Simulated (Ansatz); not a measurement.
# Is BaB2 in the AlB2 type a stable metal?

Question: is the lattice of BaB2 in the AlB2 type stable, and if so, what are its coupling constant and resistivity?

Main program and level: Ansatz 0.2.0; DFT PBE, scalar-relativistic, plane waves, PAW; PAW set soft_1.

The structure was built from a prototype and need not be the compound's stable phase.

**1. Starting point**

It takes space group P6/mmm (No. 191, hexagonal). The conventional cell has a = 4.396 Å, b = 4.396 Å, c = 4.616 Å, α = 90.00°, β = 90.00°, γ = 120.00°. Ba has 12 B at 3.43 Å nearest. Nearest to B lie 3 B at 2.54 Å and 6 Ba at 3.43 Å. Farther neighbours are not listed.

**2. Rough relaxation**

Large forces or a large pressure at the start call for a first relaxation with loose thresholds.

input.yaml reads:

```yaml
crystal:
  lattice:
    - [4.39608, 0.0, 0.0]
    - [-2.19804, 3.80711, 0.0]
    - [0.0, 0.0, 4.61588]
  atoms:
    - { symbol: Ba, position: [0.0, 0.0, 0.0] }
    - { symbol: B, position: [0.33333333, 0.66666667, 0.5] }
    - { symbol: B, position: [0.66666667, 0.33333333, 0.5] }
kpoints:
  mp_grid: { grid: [6, 6, 4] }
hamiltonian:
  xc: pbe
  pseudopotentials: { kind: paw, azcp: { folder: soft_1 } }
scf:
  occupations: { method: gaussian, width: 0.1 }
output:
  forces: true
  stress: true
  eigenvalues: true
relax:
  adjacent_minimum: "off"
  f_tol: 0.05
  max_steps: 80
  cell: { stress_tol: 0.5 }
```

Run with:

```
$ ansatz run input.yaml --threads 4 --pin off --max-ram 12288MiB --backend cpu --events-out ev --progress --plain --runs-dir out
```

Numbers of over 12 decimals in the logs are rounded to 6 here.

The program printed:

```text
The last accepted step is kept in <dir> (removed where the run ends without a failure and the disk answers)
Engine: ansatz 0.2.0, x86_64-unknown-linux-gnu
Pseudopotentials: kind: paw
Pseudopotential: Ba, paw, valence charge 10, recommended cutoff 420 eV (normal), soft_1/Ba.paw.azcp
Pseudopotential: B, paw, valence charge 3, recommended cutoff 420 eV (normal), soft_1/B.paw.azcp
Functional definition: PBE
  parameter kappa = 0.804
  parameter beta = 0.066725
  exchange = pbe_x(kappa = kappa, mu = beta*pi^2/3)
  correlation = pbe_c(beta = beta)
Crystal: 3 atoms, lattice volume = 77.253 Å³
Basis set: ecut = 420 eV, 1533 PW (Γ), exchange–correlation on 60×60×64 points (8 copies of the dense FFT grid, shifted against one another)
Bands: 12, of which v1, the nominal top of the filled ones, is band 8 counted from 1 (7 counted from 0)
Symmetry: 24 space group operations
Space group: P6/mmm (ITA 191), of the structure as read, at distance tolerance 4.3e-5 Å
k-points: 21 of 144
Non-local potential: Ba, projectors of the file, l = 0: 3, l = 1: 2, l = 2: 2, l = 3: 2
Non-local potential: B, projectors of the file, l = 0: 2, l = 1: 2, l = 2: 1
PAW form: soft (Blöchl's): semilocal exchange-correlation on the pseudo side does not see the compensation charge
PAW one-centre angular grid: Ba, 194 points (default); XC on 64 Gauss nodes
PAW one-centre angular grid: B, 110 points (default); XC on 64 Gauss nodes
Initial density: superposition of atomic densities (chi_scale 0.1, normalization cell, long waves kept (reshape's long-wave potential 0.00 eV rms))
Initial wavefunctions: pseudopotential atomic-orbital guess
Functional: x = pbe(κ = 0.804, μ = 0.219515), c = pbe(β = 0.066725)
SCF iter   1: F=—  HF=-6257.437485 eV  |F-HF|=—  |Δ(HF+E_count)|=         —  Δρ=1.70e-2  dr2=2.58e-1  ethr=3.10e-3  ⟨swp⟩=7.0  Hψ=1823  notcnv=0
preconditioner: auto → none  [metal: Δε(μ)=0.087 eV  Ē_g=9.683 eV  σ=0.100 eV  W_gap=0.44  n_scr=8 (ndim 8)  ℏωp=15.8 eV  f_vac=0.000  D(μ)=1.77/eV (n_scr^D=8)  sad-step TF]
SCF iter   2: F=—  HF=-6257.431862 eV  |F-HF|=—  |Δ(HF+E_count)|=   5.62e-3  Δρ=1.08e-2  dr2=1.06e-1  ethr=1.61e-3  ⟨swp⟩=1.7  Hψ=437  notcnv=0
SCF iter   3: F=—  HF=-6257.442506 eV  |F-HF|=—  |Δ(HF+E_count)|=   1.06e-2  Δρ=9.14e-4  dr2=6.41e-4  ethr=6.62e-4  ⟨swp⟩=3.2  Hψ=509  notcnv=0
SCF iter   4: F=—  HF=-6257.443392 eV  |F-HF|=—  |Δ(HF+E_count)|=   8.85e-4  Δρ=1.27e-4  dr2=3.00e-5  ethr=4.00e-6  ⟨swp⟩=2.2  Hψ=408  notcnv=0
SCF iter   5: F=—  HF=-6257.443353 eV  |F-HF|=—  |Δ(HF+E_count)|=   3.90e-5  Δρ=3.04e-5  dr2=1.11e-6  ethr=1.88e-7  ⟨swp⟩=2.4  Hψ=378  notcnv=0
SCF iter   6: F=-6257.443353 eV  HF=-6257.443353 eV  |F-HF|=6.52e-9  |Δ(HF+E_count)|=   2.90e-7  Δρ=7.54e-6  dr2=6.89e-8  ethr=6.25e-10  ⟨swp⟩=7.4  Hψ=1468  notcnv=0
SCF 1 converged in 6 iterations: F = -6257.443353 eV  dr2 = 6.89e-8
  greatest PAW one-centre occupation: 0.956 electrons in one spin orbital (limit 2), on the Ba atom at site 0 (counted from 0), in its partial waves of l = 0
relax step   1: F+E_penalty+E_count = -6257.44335286 eV  Δ(F+E_penalty+E_count) = +0.000e0 eV  max|allowed force component| = 9.869e-17 eV/Å  Δτ_max = 0.0000 Å  P = -12.404 GPa  Ω = 77.253 Å³  (6 SCF iters, dr2 threshold 1.00e-7 eV, accepted)
Crystal: 3 atoms, lattice volume = 69.056 Å³
Basis set: ecut = 420 eV, 1305 PW (Γ), exchange–correlation on 60×60×64 points (8 copies of the dense FFT grid, shifted against one another)
Initial density: handed on by an earlier stage of this run
Initial wavefunctions: those handed on with the density
iter 1 solved again at ethr=4.72e-5 eV; its pass at ethr=3.10e-3 eV (dr2=7.55e-3 eV) is discarded
SCF iter   1: F=—  HF=-6258.224787 eV  |F-HF|=—  |Δ(HF+E_count)|=         —  Δρ=3.55e-3  dr2=7.82e-3  ethr=4.72e-5  ⟨swp⟩=2.1  Hψ=2174  notcnv=0
preconditioner: auto → none  [metal: Δε(μ)=0.050 eV  Ē_g=9.826 eV  σ=0.100 eV  W_gap=0.28  n_scr=8 (ndim 8)  ℏωp=16.7 eV  f_vac=0.000  D(μ)=1.78/eV (n_scr^D=8)]
SCF iter   2: F=—  HF=-6258.225028 eV  |F-HF|=—  |Δ(HF+E_count)|=   2.41e-4  Δρ=1.62e-3  dr2=1.29e-3  ethr=4.72e-5  ⟨swp⟩=1.9  Hψ=316  notcnv=0
SCF iter   3: F=—  HF=-6258.225495 eV  |F-HF|=—  |Δ(HF+E_count)|=   4.67e-4  Δρ=3.35e-4  dr2=1.04e-4  ethr=8.04e-6  ⟨swp⟩=2.1  Hψ=322  notcnv=0
SCF iter   4: F=—  HF=-6258.225491 eV  |F-HF|=—  |Δ(HF+E_count)|=   3.67e-6  Δρ=5.70e-5  dr2=1.88e-6  ethr=6.50e-7  ⟨swp⟩=2.0  Hψ=341  notcnv=0
iter 5 did not close the SCF: its close was put off for the readings that it lacked (scf_convergence_deferred on its scf_iter line)
SCF iter   5: F=-6258.225493 eV  HF=-6258.225493 eV  |F-HF|=7.71e-9  |Δ(HF+E_count)|=   2.23e-6  Δρ=4.52e-6  dr2=2.34e-8  ethr=1.18e-8  ⟨swp⟩=2.0  Hψ=389  notcnv=0
SCF iter   6: F=-6258.225493 eV  HF=-6258.225493 eV  |F-HF|=8.64e-11  |Δ(HF+E_count)|=   1.63e-8  Δρ=6.31e-7  dr2=2.42e-10  ethr=1.46e-10  ⟨swp⟩=2.8  Hψ=1165  notcnv=0
SCF 2 converged in 6 iterations: F = -6258.225493 eV  dr2 = 2.42e-10
relax step   2: F+E_penalty+E_count = -6258.22549311 eV  Δ(F+E_penalty+E_count) = -7.821e-1 eV  max|allowed force component| = 1.480e-16 eV/Å  Δτ_max = 0.0000 Å  P = -12.469 GPa  Ω = 69.056 Å³  energy of the carried Pulay correction = +1.796e-3 eV  (6 SCF iters, dr2 threshold 3.00e-7 eV, accepted)
Crystal: 3 atoms, lattice volume = 61.895 Å³
Basis set: ecut = 420 eV, 1191 PW (Γ), exchange–correlation on 60×60×64 points (8 copies of the dense FFT grid, shifted against one another)
iter 1 solved again at ethr=8.43e-5 eV; its pass at ethr=3.10e-3 eV (dr2=1.35e-2 eV) is discarded
SCF iter   1: F=—  HF=-6258.991925 eV  |F-HF|=—  |Δ(HF+E_count)|=         —  Δρ=4.42e-3  dr2=1.38e-2  ethr=8.43e-5  ⟨swp⟩=1.0  Hψ=2081  notcnv=0
preconditioner: auto → none  [metal: Δε(μ)=0.072 eV  Ē_g=10.100 eV  σ=0.100 eV  W_gap=0.39  n_scr=8 (ndim 8)  ℏωp=17.7 eV  f_vac=0.000  D(μ)=0.95/eV (n_scr^D=2)]
SCF iter   2: F=—  HF=-6258.990009 eV  |F-HF|=—  |Δ(HF+E_count)|=   1.92e-3  Δρ=1.79e-3  dr2=1.34e-3  ethr=8.43e-5  ⟨swp⟩=2.2  Hψ=324  notcnv=0
SCF iter   3: F=—  HF=-6258.990298 eV  |F-HF|=—  |Δ(HF+E_count)|=   2.89e-4  Δρ=5.17e-4  dr2=1.15e-4  ethr=8.35e-6  ⟨swp⟩=1.6  Hψ=297  notcnv=0
SCF iter   4: F=—  HF=-6258.990341 eV  |F-HF|=—  |Δ(HF+E_count)|=   4.28e-5  Δρ=6.27e-5  dr2=1.78e-6  ethr=7.20e-7  ⟨swp⟩=2.4  Hψ=363  notcnv=0
iter 5 did not close the SCF: its close was put off for the readings that it lacked (scf_convergence_deferred on its scf_iter line)
SCF iter   5: F=-6258.990344 eV  HF=-6258.990344 eV  |F-HF|=5.52e-8  |Δ(HF+E_count)|=   2.63e-6  Δρ=9.27e-6  dr2=5.66e-8  ethr=1.11e-8  ⟨swp⟩=2.0  Hψ=387  notcnv=0
SCF iter   6: F=-6258.990344 eV  HF=-6258.990344 eV  |F-HF|=7.28e-12  |Δ(HF+E_count)|=   6.73e-8  Δρ=8.74e-7  dr2=5.96e-10  ethr=3.54e-10  ⟨swp⟩=3.3  Hψ=1241  notcnv=0
SCF 3 converged in 6 iterations: F = -6258.990344 eV  dr2 = 5.96e-10
relax step   3: F+E_penalty+E_count = -6258.99034383 eV  Δ(F+E_penalty+E_count) = -7.649e-1 eV  max|allowed force component| = 3.331e-16 eV/Å  Δτ_max = 0.0000 Å  P = -11.705 GPa  Ω = 61.895 Å³  energy of the carried Pulay correction = +3.527e-3 eV  (6 SCF iters, dr2 threshold 3.00e-7 eV, accepted)
[...]
relax step   4: F+E_penalty+E_count = -6259.65422778 eV  Δ(F+E_penalty+E_count) = -6.639e-1 eV  max|allowed force component| = 2.961e-16 eV/Å  Δτ_max = 0.0000 Å  P = -8.995 GPa  Ω = 55.603 Å³  energy of the carried Pulay correction = +5.190e-3 eV  (6 SCF iters, dr2 threshold 3.00e-7 eV, accepted)
[...]
relax step   5: F+E_penalty+E_count = -6260.10952576 eV  Δ(F+E_penalty+E_count) = -4.553e-1 eV  max|allowed force component| = 1.480e-16 eV/Å  Δτ_max = 0.0000 Å  P = -8.423 GPa  Ω = 52.649 Å³  energy of the carried Pulay correction = +5.918e-3 eV  (6 SCF iters, dr2 threshold 3.00e-7 eV, accepted)
[...]
relax step   6: F+E_penalty+E_count = -6260.42027872 eV  Δ(F+E_penalty+E_count) = -3.108e-1 eV  max|allowed force component| = 2.220e-16 eV/Å  Δτ_max = 0.0000 Å  P = -0.806 GPa  Ω = 46.434 Å³  energy of the carried Pulay correction = +7.836e-3 eV  (6 SCF iters, dr2 threshold 3.00e-7 eV, accepted)
[...]
relax step   7: F+E_penalty+E_count = -6260.47330097 eV  Δ(F+E_penalty+E_count) = -5.302e-2 eV  max|allowed force component| = 1.604e-16 eV/Å  Δτ_max = 0.0000 Å  P = +2.671 GPa  Ω = 44.348 Å³  energy of the carried Pulay correction = +8.421e-3 eV  (8 SCF iters, dr2 threshold 3.00e-7 eV, accepted)
[...]
relax step   8: F+E_penalty+E_count = -6260.48241944 eV  Δ(F+E_penalty+E_count) = -9.118e-3 eV  max|allowed force component| = 7.772e-16 eV/Å  Δτ_max = 0.0000 Å  P = -0.278 GPa  Ω = 45.716 Å³  energy of the carried Pulay correction = +7.965e-3 eV  (6 SCF iters, dr2 threshold 3.00e-7 eV, accepted)
[...]
relax step   9: F+E_penalty+E_count = -6260.48317869 eV  Δ(F+E_penalty+E_count) = -7.592e-4 eV  max|allowed force component| = 7.216e-16 eV/Å  Δτ_max = 0.0000 Å  P = -0.057 GPa  Ω = 45.582 Å³  energy of the carried Pulay correction = +7.994e-3 eV  (5 SCF iters, dr2 threshold 3.00e-7 eV, accepted)
Basis set: ecut = 420 eV, 905 PW (Γ), exchange–correlation on 48×48×72 points (8 copies of the dense FFT grid, shifted against one another)
Initial wavefunctions: pseudopotential atomic-orbital guess (no wavefunctions were taken with the density)
iter 1 solved again at ethr=2.00e-6 eV; its pass at ethr=3.10e-3 eV (dr2=3.20e-4 eV) is discarded
SCF iter   1: F=—  HF=-6260.481869 eV  |F-HF|=—  |Δ(HF+E_count)|=         —  Δρ=1.79e-4  dr2=1.34e-6  ethr=2.00e-6  ⟨swp⟩=2.3  Hψ=2581  notcnv=0
eigensolver tolerance schedule: the retry pair's looser diagonalisation over-reported the residual by 238.64 of it (diagonalisation noise at 0.18 of the residual, at the tolerance the schedule requests for it); recorded, not acted on — ethr = c·dr2/N_el stays at c = 1.0e-1
preconditioner: auto → none  [insulator: Δε(μ)=0.142 eV  Ē_g=11.052 eV  σ=0.100 eV  W_gap=0.59  n_scr=8 (ndim 8)  ℏωp=20.6 eV  f_vac=0.000  D(μ)=1.57/eV (n_scr^D=8)  ε∞_Penn≈4.5]
SCF iter   2: F=—  HF=-6260.481860 eV  |F-HF|=—  |Δ(HF+E_count)|=   8.82e-6  Δρ=9.09e-5  dr2=3.47e-7  ethr=8.35e-9  ⟨swp⟩=2.2  Hψ=403  notcnv=0
SCF iter   3: F=—  HF=-6260.481864 eV  |F-HF|=—  |Δ(HF+E_count)|=   4.15e-6  Δρ=9.08e-6  dr2=1.60e-7  ethr=2.17e-9  ⟨swp⟩=2.0  Hψ=417  notcnv=0
SCF iter   4: F=-6260.481864 eV  HF=-6260.481864 eV  |F-HF|=7.34e-10  |Δ(HF+E_count)|=   3.32e-8  Δρ=2.42e-6  dr2=1.17e-9  ethr=1.87e-11  ⟨swp⟩=5.3  Hψ=1332  notcnv=0
SCF 10 converged in 4 iterations: F = -6260.481864 eV  dr2 = 1.17e-9
relax step  10: F+E_penalty+E_count = -6260.48186393 eV  Δ(F+E_penalty+E_count) = +1.315e-3 eV  max|allowed force component| = 7.772e-16 eV/Å  Δτ_max = 0.0000 Å  P = -0.065 GPa  Ω = 45.582 Å³  stress off target by 3.26e-1 GPa  SCF on the basis re-selected at this cell (its energy is not comparable with the rows above)  (4 SCF iters)
basis re-selected at this cell: Δ(F+E_penalty+E_count) = +1.315e-3 eV, ΔP = -0.008 GPa vs the last step (what re-selecting the basis moved, of the pressure what is left beyond the Pulay correction that the steps carried, after the strain that the cell walked since its last selection, with what the two solves' SCF thresholds leave and, on support functions, any second-order correction that the steps lacked; it is no measure of the basis error at this ecutwfc). The dense FFT grid was sized anew with the basis: this SCF ran on 24×24×36 points, the steps before it on 30×30×32, so part of this shift can come from that change (see relax.cell in the input reference). [rest of the remark cut]
SCF converged after 4 iterations
Free energy (F): -6260.481864 eV
Harris-Foulkes:  -6260.481864 eV  (|F-HF|=7.34e-10)
Internal energy: -6260.474016 eV  (E = F + TS)
E sigma→0 (E₀):  -6260.477940 eV
Entropy (-TS):   -0.007848 eV (-2.616 meV/atom)
Fermi energy:    11.251054 eV
--- Per-component energies (eV) ---
  E_band       = 18.852729
  E_kinetic    = 253.415414
  E_local      = -215.609811  (includes V_loc(G=0)·N_el)
  E_nonlocal   = 112.079280
  E_hartree    = 60.523771
  E_xc         = -262.696286
  E_vxc        = -204.261830  (∫ρ·V_xc dr)
  E_paw        = -5352.295552  (= ΣΔE_a)
  E_vpaw       = -47.817947  (= ΣTr[D̂ρ^β])
  E_aug_tail   = 0.000007  (compensation charges beyond the density's cutoff)
  E_ewald      = -855.890837
  E_smearing   = -0.007848  (= −TS)
  E_closure    = -0.000000  (closes the sum)
  Σ components = -6260.481864   (vs F -6260.481864, Δ=0.00e0)
--- Forces (eV/Å), atoms counted from 1 ---
  atom   1  Ba    -0.00000000     0.00000000     0.00000000
  atom   2  B      0.00000000     0.00000000    -0.00000000
  atom   3  B      0.00000000    -0.00000000     0.00000000
  max |Σ_I F_I| component: 1.31e-31 eV/Å
--- Stress (GPa, compression-positive) ---
        0.065325      -0.000000      -0.000000
        0.000000       0.065325       0.000000
       -0.000000       0.000000      -0.325657
  P = ⅓ Tr σ = -0.0650 GPa (-0.650 kbar)
--- Band table (eV; the first three rows and the last of 21) ---
  k-point 0: bands = [... 4 lower, 1.3679, 10.4103, 11.7552, 11.9621, 11.9621, 15.3741, 15.3741, 15.7345]
  k-point 1: bands = [... 4 lower, 2.1958, 9.1977, 12.0654, 12.0656, 12.0656, 15.0469, 15.0469, 15.7485]
  k-point 2: bands = [... 4 lower, 3.1272, 8.0268, 12.1853, 12.1853, 12.2232, 14.7342, 14.7342, 15.7619]
  k-point 20: bands = [... 4 lower, 5.1588, 5.1588, 8.3268, 12.5769, 12.5769, 15.3008, 15.3008, 16.4801]
--- Relaxed structure (9 steps of the walk, 9 accepted, 1 SCFs on fresh bases) ---
  F+E_penalty+E_count = -6260.48186393 eV   max|allowed force component| = 7.772e-16 eV/Å   (the final SCF, on the basis selected at the relaxed cell)
  cell:  # Å, volume = 45.5821 Å³
    - [3.234869, 0, 0]
    - [-1.617435, 2.801479, 0]
    - [0, 0.0, 5.029794]
  atoms:
    - { symbol: Ba, position: [0, 0, 0.0] }
    - { symbol: B, position: [0.333333, 0.666667, 0.500000] }
    - { symbol: B, position: [0.666667, 0.333333, 0.500000] }
```

It took 4.9 s on 4 threads of AMD EPYC 7B13 (Zen 3), shared host; peak memory 0.41 GiB; 15 s of CPU time.

Relaxation path:

| step | energy less that of the first step (eV) | largest force component (eV/Å) | pressure (GPa) | volume (Å³) |
| --- | --- | --- | --- | --- |
| 1 | 0.0000 | 0.0000 | -12.40 | 77.25 |
| 2 | -0.7821 | 0.0000 | -12.47 | 69.06 |
| 3 | -1.5470 | 0.0000 | -11.71 | 61.90 |
| 4 | -2.2109 | 0.0000 | -9.00 | 55.60 |
| 5 | -2.6662 | 0.0000 | -8.42 | 52.65 |
| 6 | -2.9769 | 0.0000 | -0.81 | 46.43 |
| 7 | -3.0299 | 0.0000 | 2.67 | 44.35 |
| 8 | -3.0391 | 0.0000 | -0.28 | 45.72 |
| 9 | -3.0398 | 0.0000 | -0.06 | 45.58 |
| 10* | -3.0385 | 0.0000 | -0.07 | 45.58 |

Relaxation steps marked * repeat the geometry before them on a plane-wave basis chosen anew for their cell, so energy and pressure can jump there.

The run keeps the 24 symmetry operations that it works with, so distortions that break them were not tested.

| cell as run | before | after | change |
| --- | --- | --- | --- |
| a (Å) | 4.396 | 3.235 | -26.4 % |
| b (Å) | 4.396 | 3.235 | -26.4 % |
| c (Å) | 4.616 | 5.030 | +9.0 % |
| volume (Å³/atom) | 25.75 | 15.19 | -41.0 % |

Final coordinates:

```cif
data_structure
_symmetry_space_group_name_H-M 'P 1'
_symmetry_Int_Tables_number 1
_cell_length_a 3.2349
_cell_length_b 3.2349
_cell_length_c 5.0298
_cell_angle_alpha 90.000
_cell_angle_beta 90.000
_cell_angle_gamma 120.000
_cell_volume 45.58
loop_
_atom_site_label
_atom_site_type_symbol
_atom_site_fract_x
_atom_site_fract_y
_atom_site_fract_z
_atom_site_occupancy
Ba1 Ba 0.00000 0.00000 0.00000 1
B2 B 0.33333 0.66667 0.50000 1
B3 B 0.66667 0.33333 0.50000 1
```

Numbers from this step:

```
pressure          : -0.06500 GPa
volume per atom   : 15.19 Å³/atom
metallic on mesh  : yes
gap on the k-mesh : 0 eV
```

The largest force is now zero by symmetry and the largest stress component 0.33 GPa.

**3. Relaxing cell and atoms**

Lattice constant and positions set the bands and the force constants, so the cell is relaxed first.

input.yaml, the sections that differ from step 2:

```yaml
crystal:
  lattice:
    - [3.234869068, 0.0, 0.0]
    - [-1.617434534, 2.8014787908, 0.0]
    - [0.0, 0.0, 5.0297940417]
  atoms:
    - { symbol: Ba, position: [0.0, 0.0, 0.0] }
    - { symbol: B, position: [0.3333333333, 0.6666666667, 0.5] }
    - { symbol: B, position: [0.6666666667, 0.3333333333, 0.5] }
kpoints:
  mp_grid: { grid: [12, 12, 6] }
relax:
  adjacent_minimum: "off"
  f_tol: 0.005
  max_steps: 80
  cell: { stress_tol: 0.05 }
# hamiltonian, scf, output: as in step 2
```

The program printed:

```text
[the first part of the log is left out]
  E_vxc        = -204.224463  (∫ρ·V_xc dr)
  E_paw        = -5352.250927  (= ΣΔE_a)
  E_vpaw       = -47.774522  (= ΣTr[D̂ρ^β])
  E_aug_tail   = 0.000007  (compensation charges beyond the density's cutoff)
  E_ewald      = -856.296101
  E_smearing   = -0.004852  (= −TS)
  E_closure    = -0.000000  (closes the sum)
  Σ components = -6260.446143   (vs F -6260.446143, Δ=0.00e0)
[...]
--- Stress (GPa, compression-positive) ---
        0.006406       0.000000       0.000000
        0.000000       0.006406      -0.000000
        0.000000      -0.000000      -0.008742
  P = ⅓ Tr σ = 0.0014 GPa (0.014 kbar)
--- Band table (eV; the first three rows and the last of 76) ---
[...]
--- Relaxed structure (5 steps of the walk, 4 accepted, 1 SCFs on fresh bases) ---
[...]
cell:  # Å, volume = 45.6905 Å³
    - [3.256749, 0.0, 0]
    - [-1.628374, 2.820427, 0]
    - [0, 0, 4.974242]
  atoms:
    - { symbol: Ba, position: [0, 0, 0] }
    - { symbol: B, position: [0.333333, 0.666667, 0.5] }
    - { symbol: B, position: [0.666667, 0.333333, 0.5] }
```

Run time: 4.1 s. Hardware: 4 threads; peak memory 0.44 GiB.

Step by step:

| step | energy less that of the first step (eV) | largest force component (eV/Å) | pressure (GPa) | volume (Å³) |
| --- | --- | --- | --- | --- |
| 1 | 0.0000 | 0.0000 | 0.25 | 45.58 |
| 2 | 0.0063 | 0.0000 | 2.36 | 44.66 |
| 3 | -0.0059 | 0.0000 | 0.24 | 45.58 |
| 4 | -0.0059 | 0.0000 | 0.06 | 45.66 |
| 5 | -0.0059 | 0.0000 | 0.00 | 45.69 |
| 6 | -0.0060 | 0.0000 | 0.00 | 45.69 |

The log counts 1 steps on a newly chosen plane-wave basis, not all of them marked here; energy and pressure can jump at such steps. Relaxation step 2 was tried and not accepted.

| conventional cell, symmetrised | before | after | change |
| --- | --- | --- | --- |
| a (Å) | 3.235 | 3.257 | +0.7 % |
| b (Å) | 3.235 | 3.257 | +0.7 % |
| c (Å) | 5.030 | 4.974 | -1.1 % |
| volume (Å³/atom) | 15.19 | 15.23 | +0.2 % |

Final coordinates:

```xyz
3
Lattice="3.2567 0.0000 0.0000 -1.6284 2.8204 0.0000 0.0000 0.0000 4.9742" Properties=species:S:1:pos:R:3 pbc="T T T"
Ba    0.0000    0.0000    0.0000
B     0.0000    1.8803    2.4871
B     1.6284    0.9401    2.4871
```

This step gave:

```yaml
pressure: 0.001357 GPa
volume_per_atom: 15.23 Å³/atom
```

The largest force is now zero by symmetry and the largest stress component 0.0087 GPa.

(Part 1 of 3 ends here.)

[Logs are printed without paths, hosts, clocks, repeated set-up lines and the standing remarks that a program may print on its own settings, such as how far it seeks lower states.]

[Hosts, paths, dates, database ids (printed as entryN), source tags and the programs' standing remarks are cut or masked in the printed files.]
